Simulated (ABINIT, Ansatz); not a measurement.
**CsPbCl3 (Pm-3m): modes at Γ and the response to a field**

Which modes does CsPbCl3 (Pm-3m) have at the zone centre?

Program: ABINIT 10.8.3. Level of theory: DFT LDA, scalar-relativistic, plane waves, PseudoDojo norm-conserving pseudopotentials. Results are calculated unless marked as measured.

### 1. The starting structure

The structure is cubic, space group Pm-3m (No. 221). Conventional cell: a = 5.529 Å, b = 5.529 Å, c = 5.529 Å, α = 90.00°, β = 90.00°, γ = 90.00°. Nearest to Cs lie 12 Cl at 3.91 Å. Pb has 6 Cl at 2.76 Å nearest. Nearest to Cl lie 2 Pb at 2.76 Å and 4 Cs at 3.91 Å. Farther neighbours and most contacts between anions are not listed.

### 2. Relaxing the cell and atoms

The harmonic expansion needs vanishing forces, and a free crystal bears no stress, so cell and atoms are brought to rest. Stress is more sensitive to the basis than forces are: the last 3 Ha under the cutoff are smoothed with ecutsm, and the cutoff is raised above that of the later runs.

The starting cell comes from a relaxation made beforehand in Ansatz (LDA, PseudoDojo NC).

relax.abi reads:

```
# relaxation
ionmov 2
optcell 2
dilatmx 1.08
ntime 40
tolmxf 1.0d-05
tolvrs 1.0d-14
prtwf 0
prtden 0
chksymtnons 0

# basis, mesh and filling
ecut 31.0
ecutsm 3.0
ngkpt 4 4 4
nshiftk 1
shiftk 0.0 0.0 0.0
istwfk *1
occopt 1
nband 22
nstep 100
diemac 9.0
prtebands 0
prtgsr 0
useylm 1

# cell and atoms
acell 10.44907528 10.44907528 10.44907528
rprim 
    1.0 0.0 0.0
    0.0 1.0 0.0
    0.0 0.0 1.0
ntypat 3
znucl 55 82 17
natom 5
typat 1 2 3 3 3
xred 
    0.0 0.0 0.0
    0.5 0.5 0.5
    0.5 0.5 0.0
    0.0 0.5 0.5
    0.5 0.0 0.5
pp_dirpath "./pseudo"
pseudos "Cs.upf, Pb.upf, Cl.upf"
```

Started as:

```sh
OMP_NUM_THREADS=1 mpirun -n 4 abinit relax.abi > relax.log
```

Numbers of over 12 decimals in the logs are rounded to 6 here.

relax.abo, the main output file:

```text
[banners, grids, parts of the stress and lines that vanish by symmetry left out]
- input  file    -> relax.abi
- output file    -> relax.abo
- root for input  files -> relaxi
[...]
Symmetries : space group Pm -3 m (#221); Bravais cP (primitive cubic)
[...]
mpw =       11890          nfft =      216000          nkpt =          10
[...]
== DATASET  1 ==================================================================
[...]
cutoff_energies: {ecut:  31.0, pawecutdg:  -1.0, }
[...]
ETOT  1  -141.88105986493    -1.419E+02 2.071E-01 4.712E+02
 ETOT  2  -143.15598193896    -1.275E+00 4.464E-03 2.062E+02
 ETOT  3  -143.16652371114    -1.054E-02 6.069E-04 5.439E+01
 ETOT  4  -143.16755565833    -1.032E-03 4.147E-05 1.635E+01
 ETOT  5  -143.16823599625    -6.803E-04 2.252E-05 1.807E-01
[...]
ETOT 18  -143.16825979117     3.212E-12 5.208E-16 1.932E-14
 ETOT 19  -143.16825979119    -1.646E-11 9.201E-17 1.013E-15
 At SCF step   19       vres2   =  1.01E-15 < tolvrs=  1.00E-14 =>converged.
[...]
sigma(1 1)=  7.61723474E-08  sigma(3 2)=  0.00000000E+00
  sigma(2 2)=  7.61723474E-08  sigma(3 1)=  0.00000000E+00
  sigma(3 3)=  7.61723474E-08  sigma(2 1)=  0.00000000E+00
[...]
convergence: {deltae: -1.646E-11, res2:  1.013E-15, residm:  9.201E-17, diffor: null, }
etotal    :  -1.43168260E+02
[...]
At Broyd/MD step   1, gradients are converged :
[...]
sigma(1 1)=  7.61723474E-08  sigma(3 2)=  0.00000000E+00
  sigma(2 2)=  7.61723474E-08  sigma(3 1)=  0.00000000E+00
  sigma(3 3)=  7.61723474E-08  sigma(2 1)=  0.00000000E+00
[...]
- sigma(1 1)=  2.24106783E-03  sigma(3 2)=  0.00000000E+00
- sigma(2 2)=  2.24106783E-03  sigma(3 1)=  0.00000000E+00
- sigma(3 3)=  2.24106783E-03  sigma(2 1)=  0.00000000E+00
[...]
fcart     -0.0000000000E+00 -0.0000000000E+00 -0.0000000000E+00
           strten      7.6172347376E-08  7.6172347381E-08  7.6172347378E-08
================================================================================

[key lines of the parts left out:]
pressure_GPa:  -2.2411E-03
Total energy (etotal) [Ha]= -1.43168259791186E+02
```

Wall time 79 s (4 MPI ranks of Intel Xeon at 2.70GHz, shared host); 5.2 min of CPU time.

Little changed from the start: no atom moved by 0.005 Å and no cell edge by 0.1 %.

This step gave:

- volume per atom: 33.81 Å³
- pressure: -0.002241 GPa

### 3. Self-consistent run for the response

The response is built on these wavefunctions, so the potential is converged far more tightly than an energy would need. The mesh is shifted off Γ, since shifted meshes converge sums over the zone faster.

gs.abi reads:

```
# ground state
tolvrs 1.0d-16
prtden 1
prtwf 1

# basis, mesh and filling
ecut 24.0
ngkpt 4 4 4
nshiftk 1
shiftk 0.5 0.5 0.5
istwfk *1
occopt 1
nband 22
nstep 100
diemac 9.0
prtebands 0
prtgsr 0
useylm 1

# cell and atoms
acell 10.44907528 10.44907528 10.44907528
rprim 
    1.0 0.0 0.0
    0.0 1.0 0.0
    0.0 0.0 1.0
ntypat 3
znucl 55 82 17
natom 5
typat 1 2 3 3 3
xred 
    0.0 0.0 0.0
    0.5 0.5 0.5
    0.5 0.5 0.0
    0.0 0.5 0.5
    0.5 0.0 0.5
pp_dirpath "./pseudo"
pseudos "Cs.upf, Pb.upf, Cl.upf"
```

Started as:

```sh
OMP_NUM_THREADS=1 mpirun -n 4 abinit gs.abi > gs.log
```

gs.abo, the main output file:

```text
[banners, grids, parts of the stress and lines that vanish by symmetry left out]
- input  file    -> gs.abi
- output file    -> gs.abo
- root for input  files -> gsi
[...]
Symmetries : space group Pm -3 m (#221); Bravais cP (primitive cubic)
[...]
mpw =        6425          nfft =      110592          nkpt =           4
[...]
== DATASET  1 ==================================================================
[...]
cutoff_energies: {ecut:  24.0, pawecutdg:  -1.0, }
[...]
ETOT  1  -141.99555218024    -1.420E+02 1.710E-01 1.695E+02
 ETOT  2  -143.15931017840    -1.164E+00 1.071E-03 7.491E+01
 ETOT  3  -143.16855623350    -9.246E-03 4.481E-05 1.739E+01
 ETOT  4  -143.16914642685    -5.902E-04 3.155E-05 5.398E+00
 ETOT  5  -143.16964220051    -4.958E-04 8.825E-06 8.131E-02
[...]
ETOT 18  -143.16966819846     4.746E-12 3.486E-19 5.823E-15
 ETOT 19  -143.16966819846     7.731E-12 5.201E-20 5.969E-18
 At SCF step   19       vres2   =  5.97E-18 < tolvrs=  1.00E-16 =>converged.
[...]
sigma(1 1)=  1.68150713E-05  sigma(3 2)=  0.00000000E+00
  sigma(2 2)=  1.68150713E-05  sigma(3 1)=  0.00000000E+00
  sigma(3 3)=  1.68150713E-05  sigma(2 1)=  0.00000000E+00
[...]
convergence: {deltae:  7.731E-12, res2:  5.969E-18, residm:  5.201E-20, diffor: null, }
etotal    :  -1.43169668E+02
[...]
sigma(1 1)=  1.68150713E-05  sigma(3 2)=  0.00000000E+00
  sigma(2 2)=  1.68150713E-05  sigma(3 1)=  0.00000000E+00
  sigma(3 3)=  1.68150713E-05  sigma(2 1)=  0.00000000E+00
[...]
- sigma(1 1)=  4.94716477E-01  sigma(3 2)=  0.00000000E+00
- sigma(2 2)=  4.94716477E-01  sigma(3 1)=  0.00000000E+00
- sigma(3 3)=  4.94716477E-01  sigma(2 1)=  0.00000000E+00
[...]
fcart     -0.0000000000E+00 -0.0000000000E+00 -0.0000000000E+00
           strten      1.6815071273E-05  1.6815071273E-05  1.6815071273E-05
================================================================================

[key lines of the parts left out:]
pressure_GPa:  -4.9472E-01
```

Wall time 19 s (4 MPI ranks).

This step gave:

| Item | Value |
| --- | --- |
| pressure | -0.4947 GPa |

The cell stands at -0.49 GPa: the relaxation ran with a smoothed and higher cutoff and on another k mesh.

### 4. Empty bands

Empty bands on the ground state's density check that the gap assumed so far is there in this cell.

gap.abi reads:

```
# empty bands on the ground state's density
iscf -2
getden_filepath "gso_DEN"
tolwfr 1.0d-12
nbdbuf 2
prtwf 0

# basis, mesh and filling
ecut 24.0
ngkpt 4 4 4
nshiftk 1
shiftk 0.0 0.0 0.0
istwfk *1
occopt 1
nband 26
nstep 100
diemac 9.0
prtebands 0
prtgsr 0
useylm 1

# cell and atoms
acell 10.44907528 10.44907528 10.44907528
rprim 
    1.0 0.0 0.0
    0.0 1.0 0.0
    0.0 0.0 1.0
ntypat 3
znucl 55 82 17
natom 5
typat 1 2 3 3 3
xred 
    0.0 0.0 0.0
    0.5 0.5 0.5
    0.5 0.5 0.0
    0.0 0.5 0.5
    0.5 0.0 0.5
pp_dirpath "./pseudo"
pseudos "Cs.upf, Pb.upf, Cl.upf"
```

Started as:

```sh
OMP_NUM_THREADS=1 mpirun -n 4 abinit gap.abi > gap.log
```

gap.abo, the main output file:

```text
[banners, grids, parts of the stress and lines that vanish by symmetry left out]
- input  file    -> gap.abi
- output file    -> gap.abo
- root for input  files -> gapi
[...]
Symmetries : space group Pm -3 m (#221); Bravais cP (primitive cubic)
[...]
mpw =        6488          nfft =      110592          nkpt =          10
[...]
== DATASET  1 ==================================================================
[...]
cutoff_energies: {ecut:  24.0, pawecutdg:  -1.0, }
[...]
-outvars: echo values of variables after computation
            acell      1.0449075280E+01  1.0449075280E+01  1.0449075280E+01 Bohr
================================================================================
```

Elapsed: 27 s, on 4 MPI ranks; 1.8 min of CPU time.

This step gave:

```yaml
gap_on_the_k_mesh: 1.566 eV
```

In this cell the gap on the mesh is 1.6 eV, direct, so fixed occupations hold.

### 5. Linear response at Γ

The derivative of the wavefunctions by k comes first, since the response to a field is built on it; then the field and the displacements that symmetry doesn't supply are solved at q = 0.

It reads the wavefunctions written in step 3.

dfpt_gamma.abi reads:

```
ndtset 2

# common to the responses
getwfk_filepath "gso_WFK"
kptopt 2
nqpt 1
qpt 0.0 0.0 0.0
asr 0
chneut 0

# d/dk
rfelfd1 2
rfdir1 1 1 1
iscf1 -3
tolwfr1 1.0d-20

# displacements, field
rfphon2 1
rfatpol2 1 5
rfdir2 1 1 1
rfelfd2 3
getddk2 1
tolvrs2 1.0d-10
prtwf2 0

# basis, mesh and filling
ecut 24.0
ngkpt 4 4 4
nshiftk 1
shiftk 0.5 0.5 0.5
istwfk *1
occopt 1
nband 22
nstep 100
diemac 9.0
prtebands 0
prtgsr 0
useylm 1

# cell and atoms
acell 10.44907528 10.44907528 10.44907528
rprim 
    1.0 0.0 0.0
    0.0 1.0 0.0
    0.0 0.0 1.0
ntypat 3
znucl 55 82 17
natom 5
typat 1 2 3 3 3
xred 
    0.0 0.0 0.0
    0.5 0.5 0.5
    0.5 0.5 0.0
    0.0 0.5 0.5
    0.5 0.0 0.5
pp_dirpath "./pseudo"
pseudos "Cs.upf, Pb.upf, Cl.upf"
```

Started as:

```sh
OMP_NUM_THREADS=1 mpirun -n 4 abinit dfpt_gamma.abi > dfpt_gamma.log
```

dfpt_gamma.abo, the main output file:

```text
[banners, grids, parts of the stress and lines that vanish by symmetry left out]
- input  file    -> dfpt_gamma.abi
- output file    -> dfpt_gamma.abo
- root for input  files -> dfpt_gammai
[...]
DATASET    1 : space group Pm -3 m (#221); Bravais cP (primitive cubic)
[...]
nfft =      110592          nkpt =          32
[...]
DATASET    2 : space group Pm -3 m (#221); Bravais cP (primitive cubic)
[...]
nfft =      110592          nkpt =          32
[...]
== DATASET  1 ==================================================================
[...]
cutoff_energies: {ecut:  24.0, pawecutdg:  -1.0, }
[...]
- 17.00000   7.00000  180309                  znucl, zion, pspdat
[...]
Perturbation : derivative vs k along direction   1
[...]
-ETOT  1  -22.388399357868     -2.239E+01 7.567E-02 0.000E+00
 ETOT  2  -22.450168606039     -6.177E-02 2.742E-03 0.000E+00
 ETOT  3  -22.451088922124     -9.203E-04 7.075E-05 0.000E+00
 ETOT  4  -22.451126155326     -3.723E-05 3.491E-06 0.000E+00
 ETOT  5  -22.451128528191     -2.373E-06 1.208E-07 0.000E+00
[...]
At SCF step   19   max residual=  9.96E-21 < tolwfr=  1.00E-20 =>converged.
[...]
Perturbation : derivative vs k along direction   2
[...]
-ETOT  1  -22.387781809905     -2.239E+01 7.567E-02 0.000E+00
[...]
At SCF step   19   max residual=  9.99E-21 < tolwfr=  1.00E-20 =>converged.
[...]
Perturbation : derivative vs k along direction   3
[...]
-ETOT  1  -22.388399034510     -2.239E+01 7.567E-02 0.000E+00
[...]
At SCF step   19   max residual=  9.96E-21 < tolwfr=  1.00E-20 =>converged.
[...]
1        1       1.0719646105   -0.0000000000
     1        2       0.0000000000    0.0000000000
     1        3       0.0000000000    0.0000000000
     2        1       0.0000000000    0.0000000000
     2        2       1.0719646105    0.0000000000
     2        3       0.0000000000    0.0000000000
     3        1       0.0000000000    0.0000000000
     3        2       0.0000000000    0.0000000000
     3        3       1.0719646104    0.0000000000
[...]
== DATASET  2 ==================================================================
[...]
cutoff_energies: {ecut:  24.0, pawecutdg:  -1.0, }
[...]
Perturbation : displacement of atom   1   along direction   1
[...]
-ETOT  1  0.529605     -1.082E+03 2.322E+00 2.771E+02
[...]
At SCF step   13       vres2   =  5.65E-11 < tolvrs=  1.00E-10 =>converged.
[...]
Perturbation : displacement of atom   2   along direction   1
[...]
-ETOT  1   9.750884     -2.077E+04 3.114E+01 1.009E+03
[...]
At SCF step   13       vres2   =  5.03E-12 < tolvrs=  1.00E-10 =>converged.
[...]
Perturbation : displacement of atom   3   along direction   1
[...]
-ETOT  1   1.762078     -1.372E+03 1.424E+00 7.261E+02
[...]
At SCF step   14       vres2   =  1.64E-11 < tolvrs=  1.00E-10 =>converged.
[...]
Perturbation : displacement of atom   3   along direction   3
[...]
-ETOT  1   6.758973     -1.352E+03 4.201E+00 5.355E+02
[...]
At SCF step   13       vres2   =  2.22E-11 < tolvrs=  1.00E-10 =>converged.
[...]
Perturbation : homogeneous electric field along direction   1
[...]
-ETOT  1  -68.451510499118     -6.845E+01 1.337E+00 2.968E+04
[...]
ETOT 13  -85.382797903536     -1.044E-11 4.206E-13 3.116E-09
 ETOT 14  -85.382797903539     -2.345E-12 4.215E-14 8.460E-11
 At SCF step   14       vres2   =  8.46E-11 < tolvrs=  1.00E-10 =>converged.
[...]
Dielectric tensor, in cartesian coordinates,
[...]
1    7   1    7         3.6010137473        -0.0000000000
   1    7   2    7        -0.0000000000        -0.0000000000
   1    7   3    7        -0.0000000000        -0.0000000000
   2    7   1    7        -0.0000000000        -0.0000000000
   2    7   2    7         3.6010137473        -0.0000000000
   2    7   3    7        -0.0000000000        -0.0000000000
   3    7   1    7        -0.0000000000        -0.0000000000
   3    7   2    7        -0.0000000000        -0.0000000000
   3    7   3    7         3.6010137473        -0.0000000000
  Effective charges, in cartesian coordinates,
[...]
1    1   1    7         1.3317755941         0.0000000000
   2    1   1    7         0.0000000000         0.0000000000
   3    1   1    7         0.0000000000         0.0000000000
   1    2   1    7         3.9781738805         0.0000000000
   2    2   1    7         0.0000000000         0.0000000000
[...]
Effective charges, in cartesian coordinates,
[...]
2    7   1    5         0.0000000000         0.0000000000
   3    7   1    5         0.0000000000         0.0000000000
   1    7   2    5         0.0000000000         0.0000000000
   2    7   2    5        -3.1310472095         0.0000000000
   3    7   2    5         0.0000000000         0.0000000000
   1    7   3    5         0.0000000000         0.0000000000
   2    7   3    5         0.0000000000         0.0000000000
   3    7   3    5        -0.8133524299         0.0000000000
  Phonon wavevector (reduced coordinates) :  0.00000  0.00000  0.00000
 Phonon energies in Hartree :
[...]
Phonon frequencies in cm-1    :
- -2.294475E+01 -2.294475E+01 -2.294475E+01 -1.094435E-01 -1.094425E-01
- -1.094395E-01  1.968823E+01  1.968823E+01  1.968823E+01  5.323573E+01
-  5.323573E+01  5.323573E+01  1.678012E+02  1.678012E+02  1.678012E+02
  Phonon at Gamma, with non-analyticity in the
[...]
Phonon energies in Hartree :
[...]
Phonon frequencies in cm-1    :
- -2.294475E+01 -2.294475E+01 -4.102912E+00 -1.094435E-01 -1.094425E-01
-  1.968823E+01  1.968823E+01  1.968823E+01  2.393283E+01  5.323573E+01
-  5.323573E+01  6.419782E+01  1.678012E+02  1.678012E+02  2.416751E+02
  Phonon at Gamma, with non-analyticity in the
[...]
Phonon energies in Hartree :
[...]
Phonon frequencies in cm-1    :
- -2.294475E+01 -2.294475E+01 -4.102912E+00 -1.094435E-01 -1.094395E-01
-  1.968823E+01  1.968823E+01  1.968823E+01  2.393283E+01  5.323573E+01
-  5.323573E+01  6.419782E+01  1.678012E+02  1.678012E+02  2.416751E+02
  Phonon at Gamma, with non-analyticity in the
[...]
Phonon energies in Hartree :
[...]
Phonon frequencies in cm-1    :
- -2.294475E+01 -2.294475E+01 -4.102913E+00 -1.094425E-01 -1.094395E-01
-  1.968823E+01  1.968823E+01  1.968823E+01  2.393283E+01  5.323573E+01
-  5.323573E+01  6.419782E+01  1.678012E+02  1.678012E+02  2.416751E+02
[...]
fcart2     0.0000000000E+00  0.0000000000E+00  0.0000000000E+00
           strten2     0.0000000000E+00  0.0000000000E+00  0.0000000000E+00
================================================================================
```

Wall time 7.5 min (4 MPI ranks).

Read from the output:

```
miss of the charge sum rule                                       : 0.5522 e
largest acoustic frequency at the zone centre before the sum rule : -0.11 cm⁻¹
highest optical zone-centre mode (no LO-TO term)                  : 167.8 cm⁻¹
lowest optical zone-centre mode                                   : -22.94 cm⁻¹
mean high-frequency dielectric constant                           : 3.601
largest Born charge in size (third of the trace)                  : 3.978 e
```

Born charge (rows field, columns displacement), before the sum rule (e), principal values of the symmetric part by kind of site:

```csv
atom,atoms with these values,low,middle,high,mean
Cs1,1,1.33,1.33,1.33,1.33
Pb2,1,3.98,3.98,3.98,3.98
Cl3,3,-3.13,-0.81,-0.81,-1.59
```

In full for Pb2:

```
3.98 0.00 0.00
0.00 3.98 0.00
0.00 0.00 3.98
```

High-frequency dielectric tensor:

```
3.60 0.00 0.00
0.00 3.60 0.00
0.00 0.00 3.60
```

The acoustic modes at Γ come out as far as 0.1 cm⁻¹ from zero, where they should vanish, a small numerical error; the Born charges miss their sum rule by 0.55 e, too much: mesh or cutoff is short for the field response. The lowest optical mode is imaginary, 23i cm⁻¹, an instability at this level and on this k mesh.

[end of part 1 of 2]

[Host names and launcher messages were left out of these logs when they were recorded.]

[Logs are printed without paths, hosts, clocks, repeated set-up lines and the standing remarks that a program may print on its own settings, such as how far it seeks lower states.]

[Hosts, paths, dates, database ids (printed as entryN), source tags and the programs' standing remarks are cut or masked in the printed files.]
